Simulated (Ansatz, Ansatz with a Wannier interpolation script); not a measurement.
# K3GaF6 (Fm-3m): quasiparticle bands by Wannier interpolation, part 2 of 2

G0W0 gives levels on a mesh alone; what do the bands of K3GaF6 (Fm-3m) look like between the points?

Ansatz 0.2.0; LDA, Wannier functions and G0W0, plane waves, PAW. Known limits of the many-body steps: not at the basis limit; no spin-orbit coupling.

So far. Step 3 (Wannier functions (F:2p Ga:4s Ga:4p K:4s) on 8×8×8): Near the gap the model misses directly solved bands by 1.3 meV r.m.s. and by 15 meV at most in the window tested. This tests the starting bands, not the corrections carried with them. Step 4 (G0W0 at every point of the mesh: 4×4×4 mesh, 611 empty …): The gap on the mesh goes from 5.86 eV to 9.80 eV, a correction of +3.94 eV.

## Step 5: Interpolating the corrections

A script adds the corrections, carried to the Wannier functions and back, to the LDA levels, along the path and on a 13×13×13 mesh.

```
G0W0 gap over the zone     : 9.802 eV
valence top at             : Γ
conduction bottom at       : Γ
starting gap over the zone : 5.865 eV
least direct G0W0 gap      : 9.802 eV
G0W0 gap on the mesh       : 9.802 eV
valence width, start       : 2.701 eV
valence width, G0W0        : 2.748 eV
gap by a rigid shift       : 9.802 eV
```

Levels solved directly plus the interpolated quasiparticle correction. Limits: finite bands, cutoff and mesh; no spin-orbit coupling. The quasiparticle bands at the labelled points (eV, zero at the valence-band top of each set):

```tsv
point	band 38	band 39	band 40	band 41	band 42
Γ	-0.45	0.00	0.00	0.00	9.80
halfway	-0.37	-0.15	-0.15	-0.01	10.73
X	-0.53	-0.35	-0.35	-0.01	12.55
halfway	-0.42	-0.34	-0.33	-0.03	12.63
U	-0.31	-0.30	-0.27	-0.07	12.59
jump to K	-0.31	-0.30	-0.27	-0.07	12.58
halfway	-0.24	-0.11	-0.11	-0.07	10.85
Γ	-0.45	0.00	0.00	0.00	9.80
halfway	-0.31	-0.08	-0.08	-0.05	10.52
L	-0.25	-0.13	-0.13	-0.12	12.03
halfway	-0.28	-0.24	-0.14	-0.13	12.22
W	-0.35	-0.31	-0.15	-0.15	12.87
halfway	-0.38	-0.35	-0.28	-0.05	12.70
X	-0.53	-0.35	-0.35	-0.01	12.55
```

The same for LDA:

```tsv
point	band 38	band 39	band 40	band 41	band 42
Γ	-0.48	0.00	0.00	0.00	5.86
X	-0.55	-0.31	-0.31	-0.01	8.03
U	-0.39	-0.26	-0.23	-0.06	8.14
K	-0.39	-0.26	-0.23	-0.06	8.14
Γ	-0.48	0.00	0.00	0.00	5.86
L	-0.31	-0.12	-0.12	-0.10	7.74
W	-0.39	-0.31	-0.13	-0.13	8.23
X	-0.55	-0.31	-0.31	-0.01	8.03
```

The density of states has structure finer than the step of the table below, so its rows give means over 0.5 eV, whole bins alone (the curve runs from -4 to 12.8 eV). Peaks (eV: height): G0W0 -2.50: 15.4, -1.60: 14.7, -0.70: 29.4, -0.20: 21.6; LDA -2.40: 14.8, -1.40: 15.3, -0.60: 35.6.

Wannier model on a dense mesh, Gaussian width 0.15 eV. Limits: finite bands, cutoff and mesh; no spin-orbit coupling. The density of states by energy, zero at the valence-band top of each set; means over each step; values in states/eV/cell:

```tsv
energy (eV)	G0W0	LDA
-3.5	0	0
-3.0	0.754	0.459
-2.5	10.6	10.3
-2.0	3.21	1.61
-1.5	9.34	10.2
-1.0	10.1	9.33
-0.5	23.3	25.7
0.0	10.7	10.4
0.5	0.0302	0.0357
1.0	0	0
1.5	0	0
2.0	0	0
2.5	0	0
3.0	0	0
3.5	0	0
4.0	0	0
4.5	0	0
5.0	0	0
5.5	0	0.00220
6.0	0	0.156
6.5	0	0.429
7.0	0	0.725
7.5	0	1.18
8.0	0	1.47
8.5	0	1.52
9.0	0	2.07
9.5	0.00562	1.74
10.0	0.171	1.75
10.5	0.364	2.02
11.0	0.548	1.59
11.5	0.805	1.16
12.0	1.18	0.618
12.5	1.25	1.50
```

Corrections by starting level (eV, on the run's own energy scale, so only their differences matter):

```tsv
start	correction
-2.70	−2.22
-2.43	−2.20
-2.31	−2.22
-1.51	−2.34
-1.37	−2.34
-0.83	−2.25
-0.70	−2.23
-0.64	−2.20
-0.59	−2.17
-0.54	−2.11
-0.39	−2.10
-0.20	−2.20
-0.10	−2.19
0.00	−2.17
5.87	+1.77
8.89	+2.02
9.59	+2.37
```

## Step 6: LDA+SOC bands, for comparison

Spin-orbit coupling can split or shift the edges; a non-collinear run measures by how much.

This step: DFT, LDA with spin-orbit coupling, plane waves, PAW.

The input, input.yaml:

```yaml
crystal:
  lattice:
    - [0.0, 4.33245, 4.33245]
    - [4.33245, 0.0, 4.33245]
    - [4.33245, 4.33245, 0.0]
  atoms:
    - { symbol: K, position: [0.25, 0.25, 0.25] }
    - { symbol: K, position: [0.75, 0.75, 0.75] }
    - { symbol: K, position: [0.0, 0.0, 0.0] }
    - { symbol: Ga, position: [0.5, 0.5, 0.5] }
    - { symbol: F, position: [0.7175099285, 0.2824900715, 0.2824900715] }
    - { symbol: F, position: [0.2824900715, 0.7175099285, 0.2824900715] }
    - { symbol: F, position: [0.2824900715, 0.7175099285, 0.7175099285] }
    - { symbol: F, position: [0.7175099285, 0.2824900715, 0.7175099285] }
    - { symbol: F, position: [0.2824900715, 0.2824900715, 0.7175099285] }
    - { symbol: F, position: [0.7175099285, 0.7175099285, 0.2824900715] }
kpoints:
  mp_grid: { grid: [4, 4, 4] }
  band_path:
    path:
      - [[0.0, 0.0, 0.0], [0.5, 0.0, 0.5], [0.625, 0.25, 0.625]]
      - [[0.375, 0.375, 0.75], [0.0, 0.0, 0.0], [0.5, 0.5, 0.5], [0.5, 0.25, 0.75], [0.5, 0.0, 0.5]]
    npoints: 10
hamiltonian:
  xc: lda
scf:
  occupations: { method: fermi_dirac, width: 0.02 }
  n_extra_bands: 14
magnetization:
  noncollinear: true
  spin_orbit: true
output:
  eigenvalues: true
```

Command:

```
ansatz run input.yaml --threads 4 --pin off --max-ram 18432MiB --backend cpu --events-out ev --progress --plain --runs-dir out
```

Numbers of over 12 decimals in the logs are rounded to 6 here.

Log:

```text
[...]
non-collinear run that drives no moment, with spin-orbit: no starting moment large enough to seed its density (crystal.atoms[].spin), no starting occupations that ask for one, no magnetisation constraint and no magnetic field, so the semilocal B_xc is pinned to zero
Crystal: 10 atoms, lattice volume = 162.641 Å³
Basis set: ecut = 420 eV, 3143 PW (Γ)
Bands: 96, of which v1, the nominal top of the filled ones, is band 82 counted from 1 (81 counted from 0)
Symmetry: 48 space group operations + 48 with time reversal
[...]
k-points: 8 of 64
Projection manifold: j_resolved (fully-relativistic pseudo-atomic orbitals)
[...]
SCF iter   1: F=—  HF=-12981.766950 eV  |F-HF|=—  |Δ(HF+E_count)|=         —  Δρ=1.61e-1  dr2=3.63e1  dr2_m=0.00e0 (ungated)  ethr=3.10e-3  |M|=0.00e0 ∫|m|=0.00e0 μB  |m|>n=0.0e0 m-floor=0.0e0 τ_xc=0.0e0  β_m=0.30  ⟨swp⟩=9.4  Hψ=2016  notcnv=0
[...]
spin=Noncollinear: Resta preconditioning applied to the charge; magnetization (m_x, m_y, m_z) channels mix plain (no charge-response kernel on spin).
SCF iter   2: F=—  HF=-12972.903264 eV  |F-HF|=—  |Δ(HF+E_count)|=    8.86e0  Δρ=6.07e-2  dr2=6.82e0  dr2_m=0.00e0 (ungated)  ethr=3.10e-3  |M|=0.00e0 ∫|m|=0.00e0 μB  |m|>n=0.0e0 m-floor=0.0e0 τ_xc=0.0e0  β_m=0.38  ⟨swp⟩=4.2  Hψ=881  notcnv=0  defer=68
[...]
SCF iter  10: F=-12969.876415 eV  HF=-12969.876415 eV  |F-HF|=1.66e-9  |Δ(HF+E_count)|=   4.58e-8  Δρ=1.27e-6  dr2=3.58e-9  dr2_m=0.00e0 (ungated)  ethr=1.22e-10  |M|=0.00e0 ∫|m|=0.00e0 μB  |m|>n=0.0e0 m-floor=0.0e0 τ_xc=0.0e0  ⟨swp⟩=12.8  Hψ=1522  notcnv=0
SCF 1 converged in 10 iterations: F = -12969.876415 eV  dr2 = 3.58e-9
[...]
SCF converged after 10 iterations
Magnetization: |M| = 0.0000 μB,  M = (+0.0000, +0.0000, +0.0000) μB
Absolute magnetization: 0.0000 μB (∫|m|)
  site 0: m = (+0.0000, +0.0000, +0.0000) μB, |m| = 0.0000 μB  (R = 1.27 Å)
  site 1: m = (+0.0000, +0.0000, +0.0000) μB, |m| = 0.0000 μB  (R = 1.27 Å)
  site 2: m = (+0.0000, +0.0000, +0.0000) μB, |m| = 0.0000 μB  (R = 1.01 Å)
  site 3: m = (+0.0000, +0.0000, +0.0000) μB, |m| = 0.0000 μB  (R = 0.78 Å)
  site 4: m = (+0.0000, +0.0000, +0.0000) μB, |m| = 0.0000 μB  (R = 0.78 Å)
  site 5: m = (+0.0000, +0.0000, +0.0000) μB, |m| = 0.0000 μB  (R = 0.78 Å)
  site 6: m = (+0.0000, +0.0000, +0.0000) μB, |m| = 0.0000 μB  (R = 0.78 Å)
  site 7: m = (+0.0000, +0.0000, +0.0000) μB, |m| = 0.0000 μB  (R = 0.78 Å)
  site 8: m = (+0.0000, +0.0000, +0.0000) μB, |m| = 0.0000 μB  (R = 0.78 Å)
  site 9: m = (+0.0000, +0.0000, +0.0000) μB, |m| = 0.0000 μB  (R = 0.78 Å)
Free energy (F): -12969.876415 eV
[...]
Internal energy: -12969.876415 eV  (E = F + TS)
E sigma→0 (E₀):  -12969.876415 eV
Fermi energy:    4.067923 eV
[...]
--- Band table (eV; the first three rows and the last of 8) ---
  k-point 0: bands = [... 78 lower, 1.1202, 1.1202, 1.1202, 1.1202, 6.9741, 6.9741, 10.3502, 10.3502, ... 10 higher]
  k-point 1: bands = [... 78 lower, 1.0554, 1.0554, 1.0705, 1.0705, 7.6192, 7.6192, 10.4953, 10.4953, ... 10 higher]
  k-point 2: bands = [... 78 lower, 1.0036, 1.0036, 1.0159, 1.0159, 8.8521, 8.8521, 9.3375, 9.3375, ... 10 higher]
  k-point 7: bands = [... 78 lower, 0.9739, 0.9739, 0.9913, 0.9913, 9.3356, 9.3356, 9.9978, 9.9978, ... 10 higher]
```

The job ended after 63 s (4 threads of Arm Neoverse V1, shared host; peak memory 1.6 GiB).

Numbers from this step:

```
filled bands         : 82
gap                  : 5.854 eV
valence top at       : Γ
conduction bottom at : Γ
least direct gap     : 5.854 eV
```

The gap stands −0.01 eV against LDA.

The electronic bands at the labelled points (eV, zero at the top of the highest nominally filled band):

```tsv
point	band 79	band 80	band 81	band 82	band 83	band 84	band 85	band 86
Γ	0.00	0.00	0.00	0.00	5.85	5.85	9.23	9.23
halfway	-0.13	-0.13	-0.01	-0.01	6.68	6.68	9.24	9.24
X	-0.31	-0.31	-0.02	-0.02	8.02	8.02	8.42	8.42
halfway	-0.29	-0.29	-0.04	-0.04	8.07	8.07	8.49	8.49
U	-0.24	-0.24	-0.07	-0.07	8.13	8.13	8.68	8.68
jump to K	-0.24	-0.24	-0.07	-0.07	8.13	8.13	8.68	8.68
halfway	-0.09	-0.09	-0.07	-0.07	6.78	6.78	9.35	9.35
Γ	0.00	0.00	0.00	0.00	5.85	5.85	9.23	9.23
halfway	-0.06	-0.06	-0.05	-0.05	6.50	6.50	9.38	9.38
L	-0.12	-0.12	-0.10	-0.10	7.73	7.73	8.22	8.22
halfway	-0.14	-0.14	-0.12	-0.12	7.92	7.92	8.48	8.48
W	-0.15	-0.15	-0.13	-0.13	8.22	8.22	8.88	8.88
halfway	-0.25	-0.25	-0.05	-0.05	8.11	8.11	8.55	8.55
X	-0.31	-0.31	-0.02	-0.02	8.02	8.02	8.42	8.42
```

## Step 7: Summary of results

| Item | Value |
| --- | --- |
| LDA gap | 5.86 eV |
| G0W0 gap over the zone | 9.80 eV, direct |
| least direct G0W0 gap, in the model | 9.80 eV |
| with the spin-orbit change | 9.79 eV |
| GW settings | 4×4×4 mesh, 611 empty bands, screening to 140 eV |
| known limits | not at the basis limit; no spin-orbit coupling |

The Wannier model follows the LDA bands to 1 meV r.m.s. near the gap. The G0W0 gap over the zone is 9.80 eV, direct, from Γ to Γ; on the mesh alone it is 9.80 eV, nearly the same. The valence width in the model goes from 2.70 eV to 2.75 eV. LDA+SOC gives a gap of 5.85 eV on the same path, a spin-orbit change of −0.01 eV that would bring the G0W0 gap to 9.79 eV. Bands and cutoff are finite, so the gap is not at the basis limit. The miss can reach some tenths of an eV and take either sign; the mesh is an error of its own. Beside the filled d shell of Ga, one-shot G0W0 from a semilocal start often leaves the gap short. Above the frozen window of the model the interpolated levels need not meet the computed ones, even at points of the mesh.

[Paths, hosts, dates, memory and timing lines, banners, echoed tables and standing remarks are left out of the program output.]

[Logs are printed without paths, hosts, clocks, repeated set-up lines and the standing remarks that a program may print on its own settings, such as how far it seeks lower states.]

[Runs of the session that timed out or met a known fault of the program may be left out.]

[Hosts, paths, dates, database ids (printed as entryN), source tags and the programs' standing remarks are cut or masked in the printed files.]
